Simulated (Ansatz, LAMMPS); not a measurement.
# Structural relaxation of glassy 82SiO2-11Al2O3-4ZnO-4MgO (mol %) (88 atoms), part 2 of 2

How does glassy 82SiO2-11Al2O3-4ZnO-4MgO (mol %) (88 atoms) relax, and what do bonds, charges and levels look like afterwards?

Ansatz 0.2.0; Kohn-Sham DFT, PBEsol, PAW (set soft_2), plane waves.

The cell: 23 Si, 6 Al, 1 Zn, 1 Mg and 57 O. The quench rate of 6 K/ps is many orders above laboratory rates. The starting topology of bonds comes from the classical model. The Brillouin zone is sampled at Γ only, in a cell whose shortest periodic width is 11 Å.

So far, density (g/cm³): step 5 (local order after relaxation) 2.56.

### 6. Single point at the relaxed geometry

The electronic structure is read at the final geometry, in a run of its own.

input.yaml reads:

```yaml
crystal:
  lattice:
    - [10.6127, -0.05391, -0.07683]
    - [-0.05391, 10.50129, 0.05199]
    - [-0.07683, 0.05199, 10.54567]
  atoms:
    - { symbol: Si, position: [0.69514, 0.57841, 0.7428] }
    - { symbol: Si, position: [0.72332, 0.16339, 0.95167] }
    - { symbol: Si, position: [0.5708, 0.38692, 0.36592] }
    - { symbol: Si, position: [0.91227, 0.03675, 0.14196] }
    - { symbol: Si, position: [0.10521, 0.36866, 0.70892] }
    - { symbol: Si, position: [0.23128, 0.86051, 0.67255] }
    - { symbol: Si, position: [0.26406, 0.00387, 0.9133] }
    - { symbol: Si, position: [0.94051, 0.29151, 0.2779] }
[... 76 atom lines left out ...]
    - { symbol: O, position: [0.47041, 0.05804, 0.38211] }
    - { symbol: O, position: [0.0995, 0.25625, 0.60566] }
    - { symbol: O, position: [0.15794, 0.41914, 0.07273] }
    - { symbol: O, position: [0.02149, 0.73694, 0.91835] }
kpoints:
  mp_grid: { grid: [1, 1, 1] }
hamiltonian:
  xc: pbesol
scf:
  occupations: { method: gaussian, width: 0.05 }
output:
  forces: true
  stress: true
  populations: true
  dos:
    method: { smearing: { sigma: 0.15 } }
    de: 0.1
    projected: { site_lists: { Al: [Al], Mg: [Mg], O: [O], Si: [Si], Zn: [Zn] } }
  eigenvalues: true
  write_density: true
  write_potential: true
  volumetric_format: npy
```

Launch:

```sh
ansatz run input.yaml --threads 4 --pin off --max-ram 8192MiB --backend cpu --events-out ev --progress --plain --runs-dir out
```

Elapsed: 19 s, on 4 threads of Arm Neoverse V1, shared host; peak memory 1.4 GiB; 71 s of CPU time.

The program notes that the exchange-correlation potential is rough where the density is thin.

Read from the output:

- free energy: -54699.0255 eV
- free energy per atom: -621.5798 eV/atom
- SCF cycles: 10
- pressure: -0.003088 GPa
- r.m.s. force component: 0.00582 eV/Å
- longest force: 0.03207 eV/Å
- Fermi energy: 4.839 eV
- gap (highest filled to lowest empty level): 4.18 eV
- spilling of the projection: 0.01261

Löwdin charges by element and coordination (they lack the spilled electrons, 0.068 e an atom on average):

| element | coordination | atoms | mean charge (e) | spread | least | most |
| --- | --- | --- | --- | --- | --- | --- |
| Al | all | 6 | 1.37 | 0.027 | 1.33 | 1.40 |
| Mg | all | 1 | 1.66 | 0 | 1.66 | 1.66 |
| O | all | 57 | -0.795 | 0.0496 | -1.01 | -0.732 |
| O | 2 | 46 | -0.784 | 0.0259 | -0.831 | -0.745 |
| O | 3 | 11 | -0.842 | 0.0849 | -1.01 | -0.732 |
| Si | all | 23 | 1.74 | 0.0243 | 1.66 | 1.78 |
| Zn | all | 1 | 1.51 | 0 | 1.51 | 1.51 |

States in the cell by windows of 1 eV, zero at the Fermi level; the larger projections on atomic orbitals stand beside the total:

```
from (eV)  to (eV)  total   O p  Si p
      -14      -12    0.0   0.0   0.0
      -12      -11    6.9   4.6   0.3
      -11      -10   14.7   9.9   0.9
      -10       -9   16.3  11.4   1.6
       -9       -8   25.9  19.2   3.9
       -8       -7   41.8  29.1   5.2
       -7       -6   38.7  28.8   3.4
       -6       -5   44.6  38.3   2.4
       -5       -4   62.2  56.9   2.0
       -4       -3   69.3  65.3   1.3
       -3       -2   30.9  29.5   0.4
       -2       -1    0.5   0.5   0.0
       -1        1    0.0   0.0   0.0
        1        2    0.3   0.0   0.0
        2        3    1.7   0.1   0.0
        3        4    4.0   0.5   0.4
        4        5   13.5   1.5   2.6
```

Between -26 and -14 eV lie 114 more states.

The levels nearest the highest filled one (over half full), pooled over k-points and spins:

```csv
level less the highest filled one (eV),occupation
-0.584,2
-0.501,2
-0.406,2
-0.364,2
-0.251,2
0,2
4.18,0
5.30,0
5.94,0
6.19,0
6.36,0
6.49,0
```

Valence density in the ab plane at fractional z = 0.483, with atoms of Si and Al and O within 0.2 Å of it. It is the smooth field of the valence electrons, not physical close to the nuclei.

Ten steps, logarithmic in the rise over the least value, from '0' (0.0 e/Å³) to '9' (6.5 e/Å³), each cell a mean:
```
112345675310111100124654321000
012245776411122211012334443100
112234554311356642111246775310
122222232112589963111258997421
122211111012589963101247986421
111111111112467642100124554211
332221234532233321000001221112
665433468864211110000000000124
898643589985210000000000000136
998643468864211000000000000136
676432344443332210000000000024
232211112223455421000000000001
000000000113688631111100000000
000000000013677532111000000000
001100000012355432221000000000
112221112111122235542111100000
123332345532111368874322221000
123333568864212479986433332100
123323579975212467875323432100
234433457764211234444322321001
356643333432112221234554321001
578753211112233321236875310002
467643221111233211258997410002
244444443211122211247986310001
```
Columns run along a (10.6 Å), rows up along b (10.5 Å). Atoms in or near the plane, at fractional coordinates: Si at (0.74, 0.19), Al at (0.44, 0.16), O at (0.29, 0.64), O at (0.60, 0.26), O at (0.72, 0.04), O at (0.48, 0.82), O at (0.82, 0.84), O at (0.03, 0.61).

Electrostatic potential energy in the ab plane at fractional z = 0.483, with atoms of Si and Al and O within 0.2 Å of it. With pseudopotentials it is smooth inside the atoms' cores, unlike the true potential.

Ten even steps from '_' (-41 eV) to '@' (10 eV), each cell a mean:
```
@@@@%%**++++++++##@@@@@@@@@@@@@@@@@@@@@@%%####%%%%@@@@@@@@@@
@@@@%%##****====**@@@@@@@@@@@@@@@@@@@@@@@@%%####%%%%@@@@@@@@
@@@@@@%%%%%%####@@@@@@@@@@%%####@@@@@@@@@@%%%%**--==%%@@@@@@
@@@@@@@@@@@@@@@@@@@@@@@@%%--__..##@@@@@@@@@@%%--____==@@@@@@
@@@@@@@@@@@@@@@@@@@@@@@@%%::__..**@@@@@@@@@@@@++..::**@@@@@@
@@@@@@@@@@@@@@@@@@@@@@@@@@##++**%%@@@@@@@@@@@@@@%%%%@@%%%%%%
@@@@@@@@%%%%@@@@%%%%@@@@@@@@@@@@@@@@@@@@@@@@@@@@@@@@@@%%%%%%
##**##%%####%%**::::**@@@@@@@@@@@@@@@@@@@@@@@@@@@@@@@@@@@@%%
..__::**++++**--____--%%@@@@@@@@@@@@@@@@@@@@@@@@@@@@@@@@@@##
..__::**++++##++::::**%%%%@@@@@@@@@@@@@@@@@@@@@@@@@@@@@@@@##
##**##%%####%%%%%%%%%%%%%%@@@@@@@@@@@@@@@@@@@@@@@@@@@@@@@@@@
@@@@@@@@@@%%@@@@@@@@%%%%%%##%%@@@@@@@@@@@@@@@@@@@@@@@@@@@@@@
@@@@@@@@@@@@@@@@@@@@@@@@##----##@@@@@@@@@@@@@@@@@@@@@@@@@@@@
@@@@@@@@@@@@@@@@@@@@@@@@##====##%%%%%%@@@@@@@@@@@@@@@@@@@@@@
@@@@@@@@@@@@@@@@@@@@@@@@@@%%%%%%%%%%%%@@@@@@@@@@@@@@@@@@@@@@
@@@@@@%%%%%%@@@@@@@@@@@@@@@@@@@@%%%%%%%%@@@@@@@@@@@@@@@@@@@@
@@@@%%**++**%%@@%%%%@@@@@@@@%%%%##--::++%%%%##%%%%@@@@@@@@@@
@@%%++..__..++**----**%%######%%++____..**==--==##%%@@@@@@@@
@@##--______====..__==**++++++####--::====______--%%@@@@@@@@
@@%%**::..::**##++++**++**##++++%%%%%%##--______--##@@@@@@@@
@@##******##%%@@@@@@##++****++**%%@@@@%%**--::--**%%@@@@@@@@
@@++--++%%%%@@@@@@@@%%##******%%@@@@@@@@**----**%%@@@@@@@@@@
@@**++**%%%%@@@@@@@@@@%%%%%%%%@@@@@@@@%%::____++@@@@@@@@@@@@
@@@@%%######%%%%@@@@@@@@@@@@@@@@@@@@@@@@--__..**@@@@@@@@@@@@
```
Columns run along a (10.6 Å; values clipped at the 3rd and 97th percentile), rows up along b (10.5 Å). Atoms in or near the plane, at fractional coordinates: Si at (0.74, 0.19), Al at (0.44, 0.16), O at (0.29, 0.64), O at (0.60, 0.26), O at (0.72, 0.04), O at (0.48, 0.82), O at (0.82, 0.84), O at (0.03, 0.61).

Mean Löwdin charges: Al +1.37, Mg +1.66, O -0.80, Si +1.74, Zn +1.51 e (they miss 1.3 % of the electrons, so they add up to more than the cell's charge).

A closer look about O54, which has 3 bonded neighbours where the commonest count for O is 2: 10 atoms, nearest first, numbered in the order of the input, with positions taken from that point.

| atom | x | y | z | distance (Å) | bonds | Löwdin charge (e) |
| --- | --- | --- | --- | --- | --- | --- |
| O54 | 0.00 | 0.00 | 0.00 | 0.00 | 3 | -1.01 |
| Si23 | -0.60 | 0.89 | -1.20 | 1.61 | 4 | 1.72 |
| Mg31 | 1.22 | -1.00 | 1.07 | 1.90 | 5 | 1.66 |
| Zn30 | -0.73 | 1.02 | 1.64 | 2.07 | 4 | 1.51 |
| O46 | -1.12 | 2.16 | -0.19 | 2.44 | 3 | -0.80 |
| O53 | -1.76 | 0.08 | -2.00 | 2.67 | 2 | -0.75 |
| O76 | 0.74 | 0.45 | 2.66 | 2.80 | 3 | -0.98 |
| O83 | 0.27 | 1.55 | -2.36 | 2.84 | 2 | -0.77 |
| O77 | 0.46 | -1.86 | -2.24 | 2.95 | 2 | -0.82 |
| O64 | 2.64 | 0.04 | -1.35 | 2.97 | 2 | -0.82 |

The column of bonds counts only the pairs O-Si within 2.12 Å, O-Al within 2.43 Å, O-Mg within 2.62 Å, O-Zn within 2.50 Å; other neighbours, such as metal atoms beside each other in a compound, aren't counted, and periodic images can show an atom twice.

### 7. Summary of results

- energy change in the relaxation: -84.19 meV/atom
- r.m.s. displacement: 0.206 Å
- largest displacement: 0.528 Å
- free energy per atom: -621.5798 eV/atom
- pressure: -0.003088 GPa
- r.m.s. force component: 0.00582 eV/Å
- gap (highest filled to lowest empty level): 4.18 eV
- wall time of the 3 DFT runs: 4 min

In words: Relaxation lowers the energy by 84.2 meV/atom and moves atoms by 0.21 Å r.m.s.; the r.m.s. force component goes from 1.4 to 0.0058 eV/Å, the pressure goes from 4.7 to -0.0031 GPa, and the gap from 3.79 to 4.18 eV. Displacements are taken in the final cell, so they leave out its strain. By the final cutoffs no bond was broken or made. The cell shrank by 0.3 % in volume. From the first step to the last the energy fell by 7.409 eV, across changes of basis, and the largest move was 0.53 Å (O86). The O-Zn bonds change most in mean length: from 2.053 Å (spread 0.132) to 2.017 Å (spread 0.121). By these cutoffs all Al atoms have 4, all Mg atoms have 5, 81 % of O atoms have 2 and all Si atoms have 4 bonded neighbours. Counting bonds to Si and Al alone, not to Zn, 90 % of the oxygens join two of these atoms and 4 % one; 7 % join three. Between filled and empty levels lie 4.18 eV (at Γ alone); a semilocal functional tends to put such gaps too low. In a disordered cell it changes from sample to sample, and tail or defect levels can set it.

Caveats: The starting topology of bonds comes from the classical model; DFT moved the atoms only locally, and no bond changed.

[Logs are printed without paths, hosts, clocks, repeated set-up lines and the standing remarks that a program may print on its own settings, such as how far it seeks lower states.]

[Hosts, paths, dates, database ids (printed as entryN), source tags and the programs' standing remarks are cut or masked in the printed files.]
